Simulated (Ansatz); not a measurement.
# Decaying states in the gap of CsNa2NF6, part 3 of 3

A new crystal, CsNa2NF6: structure, gap and complex bands. It is built by putting Cs for Li in the Na2LiNF6 structure of space group Fm-3m, with the volume rescaled by atomic radii. The parent structure comes from the Materials Project.

Ansatz 0.2.0; LDA DFT, plane waves, PAW files (the session's first sound run).

So far, gap on the k-mesh (eV): step 3 (the bulk crystal and its band edges, LDA) 2.74; step 6 (PBE) 2.82.

The structure was built from a prototype and need not be the compound's stable phase.

### Step 8. The same cell, other settings

This step: LDA DFT, plane waves, PAW files; complex bands by layer matching along the plane's normal; changed: basis.ecutwfc = "550 eV", crystal.symmetry = {"detect": false} (Ansatz 0.2.0).

This run repeats an earlier one, its twin (the complex run, plane (111)), with two settings changed (crystal.symmetry.detect, basis.ecutwfc; files written aside). It is meant to test whether the numerical route changes the result or only the time and whether the cutoff is converged. Where the input is shown as a difference, that is against the step before, not the twin.

input.yaml

```yaml
crystal:
  lattice:
    - [6.145986959, 0.0, 0.0]
    - [3.072993479, 5.322580837, 0.0]
    - [3.072993479, 1.774193612, 5.018177338]
  atoms:
    - { symbol: Na, position: [0.75, 0.75, 0.75] }
    - { symbol: Na, position: [0.25, 0.25, 0.25] }
    - { symbol: Cs, position: [0.5, 0.5, 0.5] }
    - { symbol: "N", position: [0.0, 0.0, 0.0] }
    - { symbol: F, position: [0.2042568939, 0.2042568939, 0.7957431061] }
    - { symbol: F, position: [0.2042568939, 0.7957431061, 0.2042568939] }
    - { symbol: F, position: [0.7957431061, 0.2042568939, 0.7957431061] }
    - { symbol: F, position: [0.2042568939, 0.7957431061, 0.7957431061] }
    - { symbol: F, position: [0.7957431061, 0.2042568939, 0.2042568939] }
    - { symbol: F, position: [0.7957431061, 0.7957431061, 0.2042568939] }
  symmetry: { detect: false }
kpoints:
  mp_grid: { grid: [6, 6, 6] }
scf:
  occupations: { method: fixed }
hamiltonian:
  xc: lda
output:
  eigenvalues: true
  transmission:
    leads: [[0, 0]]
    kpoints: [[0.0, 0.0], [-0.5, 0.0]]
    e_range: [-1.0, 3.74]
    de: 0.09
basis:
  ecutwfc: "550 eV"
```

Command:

```
$ ansatz run input.yaml --threads 2 --pin off --max-ram 4096MiB --backend cpu --events-out ev --progress --plain --runs-dir out
```

Numbers of over 12 decimals in the logs are rounded to 6 here.

What it wrote:

```text
[...]
Crystal: 10 atoms, lattice volume = 164.157 Å³
Basis set: ecut = 550 eV, 4909 PW (Γ)
Bands: 47, of which v1, the nominal top of the filled ones, is band 37 counted from 1 (36 counted from 0)
Symmetry: 1 space group operations
k-points: 112 of 216 (time reversal used)
[...]
SCF iter   1: F=—  HF=-13570.747746 eV  |F-HF|=—  |Δ(HF+E_count)|=         —  Δρ=1.42e-2  dr2=2.31e-1  ethr=1.77e-3  ⟨swp⟩=5.0  Hψ=19100  notcnv=0  defer=812
[...]
SCF iter  10: F=-13570.668520 eV  HF=-13570.668520 eV  |F-HF|=3.03e-8  |Δ(HF+E_count)|=   2.76e-8  Δρ=5.30e-6  dr2=3.36e-8  ethr=1.35e-10  ⟨swp⟩=1.0  Hψ=10506  notcnv=0
SCF 1 converged in 10 iterations: F = -13570.668520 eV  dr2 = 3.36e-8
[...]
transmission: 8 of 16 steps passed
transmission: 16 of 16 steps passed
SCF converged after 10 iterations
Free energy (F): -13570.668520 eV
[...]
Internal energy: -13570.668520 eV  (E = F + TS)
E sigma→0 (E₀):  -13570.668520 eV
Fermi energy:    2.087295 eV
[...]
--- Band table (eV; the first three rows and the last of 112) ---
  k-point 0: bands = [... 33 lower, 0.3970, 0.3971, 0.3971, 1.3513, 5.2982, 5.2982, 5.2982, 5.4121, ... 6 higher]
  k-point 1: bands = [... 33 lower, 0.3785, 0.4002, 0.4002, 1.5503, 5.1581, 5.1871, 5.1871, 5.7089, ... 6 higher]
  k-point 2: bands = [... 33 lower, 0.3379, 0.4820, 0.4820, 1.9137, 4.9506, 4.9507, 4.9911, 6.3241, ... 6 higher]
  k-point 111: bands = [... 33 lower, 0.3154, 0.6144, 0.6145, 2.0873, 4.8231, 4.8231, 4.9076, 6.9417, ... 6 higher]
--- Transmission ---
  basis      : 379 plane waves across, 8 finite elements along
  points     : 2, as listed
[...]
channels       : 0.000000e0 a spin
[...]
slowest decay  : 0.3798 /Å at (-0.5000, 0.0000)
```

Run time: 2.8 min. Hardware: 2 threads of Intel Xeon Platinum 8488C (Sapphire Rapids), shared host; peak memory 1.7 GiB.

Numbers from this step:

```
free energy                                               : -13570.6685 eV
Fermi energy                                              : 2.087 eV
gap on the k-mesh                                         : 2.736 eV
level to which the leads are filled                       : 1.368 eV from the Fermi level
decay constant at the filling level, zone centre          : 0.4181 Å⁻¹
decay constant at the filling level, slowest listed point : 0.3798 Å⁻¹
```

K parallel (0, 0); values up to 1.5 1/Å, a degenerate pair printed once or twice; energies at which all values exceed this have no row. Table of Im kz of the slowest decaying states by energy, zero at the highest filled level on the SCF mesh:

| energy (eV) | decay 1 (Å⁻¹) | decay 2 (Å⁻¹) | decay 3 (Å⁻¹) | decay 4 (Å⁻¹) |
| --- | --- | --- | --- | --- |
| -1.00 | 0.207 | 0.280 | 0.280 | 0.645 |
| -0.82 | 0.123 | 0.316 | 0.316 | 0.655 |
| -0.64 | 0.345 | 0.345 | 0.662 | 0.768 |
| -0.46 | 0.368 | 0.368 | 0.665 | 0.790 |
| -0.28 | 0.387 | 0.666 | 0.811 | 1.04 |
| -0.10 | 0.403 | 0.403 | 0.665 | 0.829 |
| -0.01 | 0.410 | 0.663 | 0.838 | 0.838 |
| 0.08 | 0.133 | 0.415 | 0.416 | 0.661 |
| 0.35 | 0.263 | 0.429 | 0.429 | 0.651 |
| 0.53 | 0.312 | 0.435 | 0.642 | 0.881 |
| 0.71 | 0.349 | 0.438 | 0.631 | 0.893 |
| 0.89 | 0.377 | 0.439 | 0.618 | 0.904 |
| 1.07 | 0.398 | 0.437 | 0.603 | 0.914 |
| 1.25 | 0.413 | 0.432 | 0.587 | 0.923 |
| 1.43 | 0.422 | 0.424 | 0.568 | 0.930 |
| 1.61 | 0.412 | 0.426 | 0.548 | 0.937 |
| 1.79 | 0.396 | 0.424 | 0.526 | 0.943 |
| 1.97 | 0.374 | 0.415 | 0.502 | 0.948 |
| 2.15 | 0.344 | 0.398 | 0.476 | 0.952 |
| 2.33 | 0.302 | 0.302 | 0.368 | 0.447 |
| 2.60 | 0.192 | 0.192 | 0.281 | 0.399 |
| 2.78 | 0.133 | 0.364 | 0.919 | 0.959 |
| 2.96 | 0.331 | 0.907 | 0.958 | 1.30 |
| 3.14 | 0.326 | 0.895 | 0.956 | 1.30 |
| 3.32 | 0.0189 | 0.193 | 0.193 | 0.399 |
| 3.50 | 0.301 | 0.301 | 0.493 | 0.860 |
| 3.68 | 0.370 | 0.370 | 0.605 | 0.825 |

K parallel (-0.5, 0); values up to 1.5 1/Å, a degenerate pair printed once or twice; energies at which all values exceed this have no row. The Im kz of the slowest decaying states by energy, zero at the highest filled level on the SCF mesh:

| energy (eV) | decay 1 (Å⁻¹) | decay 2 (Å⁻¹) | decay 3 (Å⁻¹) | decay 4 (Å⁻¹) |
| --- | --- | --- | --- | --- |
| -1.00 | 0.101 | 0.310 | 0.356 | 0.678 |
| -0.73 | 0.362 | 0.415 | 0.752 | 0.760 |
| -0.55 | 0.388 | 0.443 | 0.775 | 0.788 |
| -0.28 | 0.417 | 0.474 | 0.805 | 0.825 |
| -0.10 | 0.432 | 0.490 | 0.822 | 0.846 |
| -0.01 | 0.438 | 0.496 | 0.830 | 0.838 |
| 0.17 | 0.175 | 0.448 | 0.506 | 0.834 |
| 0.44 | 0.266 | 0.458 | 0.516 | 0.833 |
| 0.62 | 0.305 | 0.462 | 0.519 | 0.832 |
| 0.89 | 0.345 | 0.462 | 0.519 | 0.828 |
| 1.07 | 0.363 | 0.459 | 0.516 | 0.825 |
| 1.34 | 0.380 | 0.448 | 0.506 | 0.821 |
| 1.61 | 0.383 | 0.430 | 0.489 | 0.821 |
| 1.79 | 0.378 | 0.413 | 0.472 | 0.839 |
| 2.06 | 0.355 | 0.375 | 0.435 | 0.814 |
| 2.24 | 0.327 | 0.338 | 0.401 | 0.795 |
| 2.51 | 0.247 | 0.249 | 0.320 | 0.766 |
| 2.78 | 0.129 | 0.733 | 0.878 | 1.11 |
| 2.96 | 0.708 | 0.869 | 1.12 | 1.16 |
| 3.23 | 0.145 | 0.153 | 0.218 | 0.665 |
| 3.41 | 0.285 | 0.295 | 0.354 | 0.631 |
| 3.68 | 0.395 | 0.405 | 0.477 | 0.568 |

The least decay constant is 0.380 Å⁻¹ against 0.380 Å⁻¹ in the twin: no change within 1 %, at 2.4 times the CPU time.

### Step 9. The same cell, other settings

This step: LDA DFT, plane waves, PAW files; complex bands by layer matching along the plane's normal; changed: output.transmission.kpoints = null, output.transmission.kmesh = [1, 1], scf.max_iter = 75 (Ansatz 0.2.0).

This run repeats an earlier one, its twin (the complex run, plane (111)), with three settings changed (output.transmission.kpoints, scf.max_iter, output.transmission.kmesh; files written aside). The setting was drawn as a possible misstep, on purpose. Where the input is shown as a difference, that is against the step before, not the twin.

Changes to input.yaml since step 8:

```diff
@@ -16,3 +16,2 @@
     - { symbol: F, position: [0.7957431061, 0.7957431061, 0.2042568939] }
-  symmetry: { detect: false }
 kpoints:
@@ -21,2 +20,3 @@
   occupations: { method: fixed }
+  max_iter: 75
 hamiltonian:
@@ -25,8 +25,2 @@
   eigenvalues: true
-  transmission:
-    leads: [[0, 0]]
-    kpoints: [[0.0, 0.0], [-0.5, 0.0]]
-    e_range: [-1.0, 3.74]
-    de: 0.09
-basis:
-  ecutwfc: "550 eV"
+  transmission: { leads: [[0, 0]], e_range: [-1.0, 3.74], de: 0.09, kmesh: [1, 1] }
```

What it wrote:

```text
[...]
Crystal: 10 atoms, lattice volume = 164.157 Å³
Basis set: ecut = 420 eV, 3143 PW (Γ)
Bands: 47, of which v1, the nominal top of the filled ones, is band 37 counted from 1 (36 counted from 0)
Symmetry: 48 space group operations
[...]
k-points: 16 of 216
[...]
SCF iter   1: F=—  HF=-13570.694898 eV  |F-HF|=—  |Δ(HF+E_count)|=         —  Δρ=1.45e-2  dr2=2.37e-1  ethr=1.77e-3  ⟨swp⟩=4.9  Hψ=2702  notcnv=0  defer=109
[...]
SCF iter   8: F=-13570.612663 eV  HF=-13570.612663 eV  |F-HF|=5.52e-9  |Δ(HF+E_count)|=   6.55e-8  Δρ=2.99e-6  dr2=1.88e-8  ethr=1.35e-10  ⟨swp⟩=9.6  Hψ=2867  notcnv=0
SCF 1 converged in 8 iterations: F = -13570.612663 eV  dr2 = 1.88e-8
[...]
transmission: 7 of 7 steps passed
SCF converged after 8 iterations
Free energy (F): -13570.612663 eV
[...]
Internal energy: -13570.612663 eV  (E = F + TS)
E sigma→0 (E₀):  -13570.612663 eV
Fermi energy:    2.082910 eV
[...]
--- Band table (eV; the first three rows and the last of 16) ---
  k-point 0: bands = [... 33 lower, 0.3967, 0.3967, 0.3967, 1.3474, 5.2960, 5.2960, 5.2960, 5.4116, ... 6 higher]
  k-point 1: bands = [... 33 lower, 0.3775, 0.3991, 0.3991, 1.5460, 5.1550, 5.1840, 5.1840, 5.7081, ... 6 higher]
  k-point 2: bands = [... 33 lower, 0.3369, 0.4806, 0.4806, 1.9094, 4.9482, 4.9482, 4.9887, 6.3235, ... 6 higher]
  k-point 15: bands = [... 33 lower, 0.1162, 0.2805, 0.3774, 1.4864, 4.9660, 5.2218, 5.2435, 7.4244, ... 6 higher]
--- Transmission ---
  basis      : 295 plane waves across, 7 finite elements along
  points     : 1, standing for a mesh of 1 x 1
[...]
channels       : 0.000000e0 a spin
[...]
slowest decay  : 0.4181 /Å at (0.0000, 0.0000)
```

Elapsed: 30 s, on 2 threads; peak memory 1.1 GiB; 60 s of CPU time.

Residual by cycle:

cycle, log10 residual and a bar from the least value:
```
        1       -0.6 ##############################
        2       -1.6 ##########################
        3       -1.8 #########################
        4       -2.7 #####################
        5       -3.9 ################
        6       -4.9 ############
        7       -6.4 ######
        8       -7.7
```

The run finished. A setting was moved off its sound value on purpose, so it serves as a test and not as the result.

The fault put into the input: one point across the current (output.transmission.kpoints = null and output.transmission.kmesh = [1, 1]).

The least decay constant is 0.418 Å⁻¹ against 0.380 Å⁻¹ in the twin: a change of +10 %, at 0.44 times the CPU time.

Side by side:

| quantity | this run | sound run | difference |
| --- | --- | --- | --- |
| decay constant at the filling level, slowest listed point (Å⁻¹) | 0.4181 | 0.3798 | 0.0383 |

The two runs differ clearly in the decay constant at the filling level, slowest listed point: 0.418 Å⁻¹ against 0.380 Å⁻¹.

### Step 10. Outcome

| Quantity | Value |
| --- | --- |
| band gap | 2.74 eV |
| least decay constant at mid-gap, normal to (111) | 0.380 Å⁻¹ |
| least decay constant on a mesh, normal to (111) | 0.381 Å⁻¹ |
| least decay constant, PBE | 0.387 Å⁻¹ |

With LDA, the slowest decay at the wavevectors tried is κ = 0.380 Å⁻¹, normal to (111). Through such a film the transmission near mid-gap falls as exp(−2κd), a factor of ten every 3.0 Å. A free electron under a barrier of half the gap would need a mass of 0.40 mₑ to decay at this rate. The slowest decay isn't at the zone centre. With PBE the gap goes from 2.74 to 2.82 eV and the decay constant, over the first 2 listed wavevectors, from 0.380 to 0.387 Å⁻¹. The compound is made up by substitution; its stability against other phases and against distortions of the cell's symmetry was not tested. A semilocal functional narrows gaps, so real decay constants are likely larger.

[Logs are printed without paths, hosts, clocks, repeated set-up lines and the standing remarks that a program may print on its own settings, such as how far it seeks lower states.]

[Hosts, paths, dates, database ids (printed as entryN), source tags and the programs' standing remarks are cut or masked in the printed files.]
